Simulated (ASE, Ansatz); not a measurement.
# Localised basis functions on C(111) slab, H on the bottom face (80 atoms), part 2 of 2

Aim: test how closely localised support functions follow the reference on C(111) slab, H on the bottom face (80 atoms), and at what cost. A setting counts as converged where the r.m.s. difference of forces stays under 1 % of the r.m.s. force.

Ansatz 0.2.0; Kohn-Sham DFT, PBE+D3(BJ), PAW (set soft_2), plane waves.

The cell: 64 C and 16 H. Beside vacuum, support functions can miss their usual error bounds without a warning. The main run has no spin polarisation.

So far: The starting structure; Plane-wave single point.

## Step 3: Local order

Bonds and neighbours are counted at the geometry of the runs.

Normalised to the volume that the atoms fill. Pair distribution functions g(r), in bins of 0.2 Å:

```tsv
r (Å)	total	C-C	C-H	H-H
1.00	0.39	0.00	1.23	0.00
1.20	0.45	0.00	1.40	0.00
1.40	0.20	0.32	0.00	0.00
1.60	2.75	4.29	0.00	0.00
1.80	0.00	0.00	0.00	0.00
2.00	0.01	0.00	0.05	0.00
2.20	0.63	0.00	1.97	0.00
2.40	0.75	0.99	0.00	2.82
2.60	2.59	3.45	0.08	9.05
2.80	0.82	0.08	2.41	0.00
3.00	1.67	2.61	0.00	0.00
3.20	0.06	0.00	0.18	0.00
3.40	0.46	0.02	1.39	0.00
3.60	0.48	0.72	0.06	0.00
3.80	0.66	1.03	0.01	0.00
4.00	0.53	0.53	0.60	0.00
4.20	0.46	0.02	1.39	0.09
4.40	1.61	1.96	0.63	3.87
4.60	0.80	0.87	0.76	0.00
4.80	0.06	0.01	0.16	0.00
5.00	0.82	0.71	0.77	2.90
5.20	0.79	0.82	0.82	0.06
5.40	0.44	0.22	0.95	0.00
5.60	0.45	0.59	0.23	0.00
5.80	0.34	0.54	0.00	0.00
6.00	0.14	0.02	0.41	0.00
6.20	0.28	0.25	0.35	0.00
6.40	0.52	0.57	0.49	0.00
```

Bonds by pair of elements; cutoffs follow the first minimum of g(r), held within bounds set by covalent radii, and pairs that aren't listed don't count as bonded:

```tsv
pair A-B	cutoff (Å)	bonds	mean length (Å)	spread (Å)	shortest (Å)	B about A	A about B
C-C	1.85	112	1.55	0.03	1.46	3.5	3.5
C-H	1.34	16	1.09	0.029	1.03	0.25	1
```

How many atoms have how many bonded neighbours:

```tsv
element	mean	1	3	4
C	3.75	0	16	48
H	1	16	0	0
```

Bond angles (no mean is given where the spread exceeds 20°):

```tsv
angle	count	mean (°)	spread (°)
C-C-C	288	109	1.7
C-C-H	48	109	2.2
```

Bond length by coordination (bonds to H left out):

```tsv
element	coordination	atoms	mean bond length (Å)
C	3	16	1.55
C	4	48	1.54
```

For some of the pairs, g(r) has its first main peak near 1.54 Å (C-C), 1.09 Å (C-H) and 2.52 Å (H-H). By these cutoffs 75 % of C atoms have 4 and all H atoms have 1 bonded neighbour. The C-C-C angle averages 109° with a spread of 1.7°.

Local excerpt of 14 atoms (numbers count through the whole input) about C52, picked at random; x, y, z are measured from there.

```tsv
atom	x	y	z	distance (Å)	bonds	intrinsic-atomic-orbital charge (e)	Fx	Fy	Fz (eV/Å)
C52	0.00	0.00	0.00	0.00	4	-0.02	-1.03	0.66	4.39
C7	1.23	-0.71	0.56	1.53	3	-0.04	0.75	0.03	-4.05
C49	-0.03	0.04	-1.53	1.53	4	0.03	1.00	-0.46	-1.87
C51	-1.27	-0.70	0.52	1.54	3	0.00	-0.24	-0.67	-3.92
C3	-0.05	1.47	0.55	1.57	3	-0.03	0.66	-0.04	-3.91
C58	-0.03	-1.43	-2.04	2.49	4	-0.16	0.60	0.33	1.01
C50	-1.27	0.75	-2.02	2.50	4	-0.15	-0.02	0.40	0.07
C8	2.51	0.09	0.03	2.51	4	-0.02	-0.38	-2.37	4.55
C4	1.25	2.19	0.01	2.52	4	-0.02	-0.70	0.84	4.49
C60	1.26	-2.18	-0.01	2.52	4	-0.02	-0.42	0.49	4.82
C48	-1.30	-2.18	-0.01	2.54	4	-0.03	0.41	0.73	5.89
C6	1.27	0.73	-2.08	2.55	4	-0.18	-0.78	1.14	3.39
C40	-1.30	2.21	0.00	2.57	4	-0.02	0.65	-0.24	4.71
C36	-2.58	0.03	0.02	2.58	4	-0.02	1.80	0.16	4.85
```

The column of bonds counts only the pairs C-C within 1.85 Å, C-H within 1.34 Å; other neighbours, such as metal atoms beside each other in a compound, aren't counted, and periodic images can show an atom twice.

## Step 4: Support functions medium

The cell is solved in localised support functions. The level medium gives here a grid of 48×48×60 points and a radius of 3.21 Å.

This step: Kohn-Sham DFT, PBE+D3(BJ), PAW (set soft_2), localised support functions (medium) (Ansatz 0.2.0).

input.yaml

```yaml
crystal:
  lattice:
    - [10.089, 0.0, 0.0]
    - [-5.0445, 8.73733, 0.0]
    - [0.0, 0.0, 13.66426]
  atoms:
    [... the 80 atom lines of step 2 ...]
kpoints:
  mp_grid: { grid: [2, 2, 1] }
hamiltonian:
  xc: pbe
  dispersion: d3bj
scf:
  occupations: { method: fermi_dirac, width: 0.05 }
  eigensolver: { kind: { support_functions: { accuracy: medium } } }
  max_iter: 150
output:
  forces: true
  eigenvalues: true
```

On the command line:

```bash
$ ansatz run input.yaml --threads 8 --pin off --max-ram 15872MiB --backend cpu --events-out ev --progress --plain --runs-dir out
```

Numbers of over 12 decimals in the logs are rounded to 6 here.

Output:

```text
Warning: scf.eigensolver.kind.support_functions: disabling space-group detection — the functions' gradient is summed over unrotated k-points, so no spatial operation reduces the k-mesh or symmetrises the density; time reversal is kept, so that k and −k are solved as one point where they differ and the mesh holds both, and exact exchange and, on two spinor components, a DFT+U term hold to it where the run has them: [...]
settings of this run that can trade accuracy for cost: scf.eigensolver.kind.support_functions [...]
[...]
Crystal: 80 atoms, lattice volume = 1204.517 Å³
Basis set: ecut = 420 eV, 23589 PW (Γ), exchange–correlation on 144×144×192 points (8 copies of the dense FFT grid, shifted against one another)
Bands: 164, of which v1, the nominal top of the filled ones, is band 136 counted from 1 (135 counted from 0)
Symmetry: 1 space group operations
k-points: 4
[...]
Eigensolver: Support functions (medium, 48×48×60 points, laid for a spacing of at most 0.228497 Å, radius 3.214713 Å, 36 sites without an atom, 2 species' potentials softened for the grid, 2 wholly corrected for its errors in the mean over positions, 2 with the egg-box correction, energy correction by stochastic trace)
[...]
SCF iter   1: F=—  HF=-16287.423140 eV  |F-HF|=—  |Δ(HF+E_count)|=         —  Δρ=7.58e-2  dr2=7.24e1  ethr=1.00e-1
[...]
SCF iter  15: F=—  HF=-16278.156230 eV  |F-HF|=—  |Δ(HF+E_count)|=   2.65e-4  Δρ=1.23e-5  dr2=3.53e-6  ethr=4.45e-9  κ⁻¹=1.1e-5(r=7)
SCF iter  16: F=-16278.156229 eV  HF=-16278.156230 eV  |F-HF|=5.33e-7  |Δ(HF+E_count)|=   2.95e-7  Δρ=7.93e-6  dr2=1.54e-6  ethr=1.30e-9
SCF 1 converged in 16 iterations: F = -16278.160372 eV  dr2 = 1.54e-6
[...]
SCF converged after 16 iterations
Stability not checked: this state was not tested for a lower state beside it, because the mixer in use, unlike msr1, does not test its closes by its own steps (another_mixer; see scf.mixing.algorithm and scf.lower_state_search)
Free energy (F): -16278.160372 eV
[...]
Internal energy: -16277.437084 eV  (E = F + TS)
E sigma→0 (E₀):  -16277.798728 eV
Entropy (-TS):   -0.723288 eV (-9.041 meV/atom)
Fermi energy:    1.317318 eV
[...]
Σ components = -16278.160372   (vs F -16278.160372, Δ=0.00e0)
--- Forces (eV/Å), atoms counted from 1 ---
  atom   1  C     -0.80767743    -0.35533321    -2.43602315
  atom   2  C      0.80383783    -1.16268107     4.36123558
  atom   3  C      0.66093235    -0.04367629    -3.90995930
  atom   4  C     -0.69561518     0.84244173     4.48332775
[...]
atom  80  H      0.06340194     0.06321052    -0.16899915
  max |Σ_I F_I| component: 7.59e-2 eV/Å
--- Band table (eV) ---
[...]
```

It took 59 s on 8 threads of Arm Neoverse V2, shared host; peak memory 2.4 GiB.

The program notes that the band table was not solved further than the SCF left it and it switched symmetry off.

Keys that differ from the reference: support_functions.accuracy = "medium" and scf.max_iter = 150.

Forces differ from the reference by 3.7 meV/Å r.m.s., 0.20 % of their size, well within a tolerance of 1 %; the energy by -3.8 meV/atom. It took 59 s and 16 cycles; the reference's time can't be set against it, since the two runs asked for unlike analyses.

## Step 5: The ladder side by side

Differences are against the plane-wave reference (Kohn-Sham DFT, PBE+D3(BJ), PAW (set soft_2), plane waves), whose r.m.s. force component is 1.87 eV/Å. Energies are set beside the reference only for runs with its functional, potentials and electron count. Times are for 8 threads of Arm Neoverse V2, shared host. The reference's time includes the DOS and grids, which some other runs skip.

```tsv
run	Δ force, r.m.s. (meV/Å)	share of r.m.s. force (%)	Δ energy (meV/atom)	cycles	time	host memory (GiB)
reference	-	-	-	17	26 s	4.9
support functions medium	3.71	0.199	-3.77	16	59 s	2.4
```

## Step 6: Summary of results

```yaml
free_energy_per_atom: -203.4732 eV/atom
r_m_s_force_component: 1.867 eV/Å
wall_time_of_the_2_dft_runs: 85 s
```

In words: Against plane waves at 420 eV, the forces differ by 3.7 meV/Å (0.20 %) with support functions medium. At 80 atoms the run with support functions medium takes roughly 2.3 times the time of plane waves (whose run also made extra analyses, so the like-for-like ratio is larger), in 16 SCF cycles against 17. Differences between support functions and plane waves include what basis error the plane-wave run still has.

61 levels are partly filled, by over 2 % (on the run's k-points): at this level the cell shows no clear gap. Levels of broken or missing bonds inside a gap of the host would look the same. By these cutoffs 75 % of C atoms have 4 and all H atoms have 1 bonded neighbour.

**Limits.** The geometry was built by rule, was displaced at random and isn't relaxed at this level: its force components are 1.9 eV/Å r.m.s. The slab bears a dipole and has periodic images along its normal, so a spurious field crosses the vacuum.

[Logs are printed without paths, hosts, clocks, repeated set-up lines and the standing remarks that a program may print on its own settings, such as how far it seeks lower states.]

[Hosts, paths, dates, database ids (printed as entryN), source tags and the programs' standing remarks are cut or masked in the printed files.]
